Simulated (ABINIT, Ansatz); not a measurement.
```xyz
10
Lattice="0.000 4.447 4.447 4.448 0.000 4.448 4.447 4.447 0.000" Properties=species:S:1:pos:R:3 pbc="T T T" subject="Quasiparticle gap of Rb2NaYF6 (Fm-3m) in ABINIT" method="RPA screening on PBEsol, plane waves, norm-conserving pseudopotentials (and 2 further levels or steps)" program="ABINIT 10.8.3" settings="cutoff 38 Ha, PseudoDojo scalar-relativistic 0.4.1 standard, norm-conserving, ngkpt (2, 2, 2), nband 400, ecuteps 8 Ha, inclvkb 2, shiftk (0, 0, 0), symchi 1, awtr 1, frequency ppm, 2×2×2 k-mesh" notes="The program’s warnings: nproc spkpt=  >= nkpt= * nsppol=. The cell and positions come from the Crystallography Open Database and are kept as given unless a step says otherwise. Limits: no spin-orbit coupling. The 2×2×2 mesh is coarse for this cell, which bears on the long-range parts of exchange and screening." pbesol_gap="6.52 eV, direct" g0w0_gap_on_the_mesh="9.82 eV" gw_settings="2×2×2 mesh, 400 bands, screening to 217.7 eV, Godby-Needs plasmon pole" known_limits="short of the basis limit; no spin-orbit coupling; coarse k mesh"
Rb    2.224    2.224    2.224
Rb    6.671    6.671    6.671
Na    4.448    4.447    4.447
Y     0.000    0.000    0.000
F     2.170    4.447    4.448
F     4.448    2.170    4.448
F     6.725    4.447    4.448
F     4.447    6.725    4.447
F     4.447    4.448    2.170
F     4.447    4.447    6.725
```

[Long decimals in the printed logs are rounded to 6 places.]

[Logs are printed without paths, hosts, clocks, repeated set-up lines and the standing remarks that a program may print on its own settings, such as how far it seeks lower states.]

[Paths, hosts, dates, memory and timing lines, banners, echoed tables and standing remarks are left out of the program output; an Ansatz launch command may be rebuilt from the run's recorded settings. Measured values are a selection of at most five: reports struck by readers or far from the other reports are left out. None is set beside runs whose start may be inverted or whose files or cutoffs have a known fault.]

[Runs of the session that timed out or met a known fault of the program may be left out.]

[Hosts, paths, dates, database ids (printed as entryN), source tags and the programs' standing remarks are cut or masked in the printed files.]

[G0W0 gaps are taken among the corrected bands and points alone; a level outside them can change the order at an edge.]

[Where Ansatz stands beside ABINIT at settings called matched, ABINIT's density can come from a denser mesh and the files from another edition; pairs whose starting gaps differed by over 0.03 eV were left out, so agreement reads better than it is.]
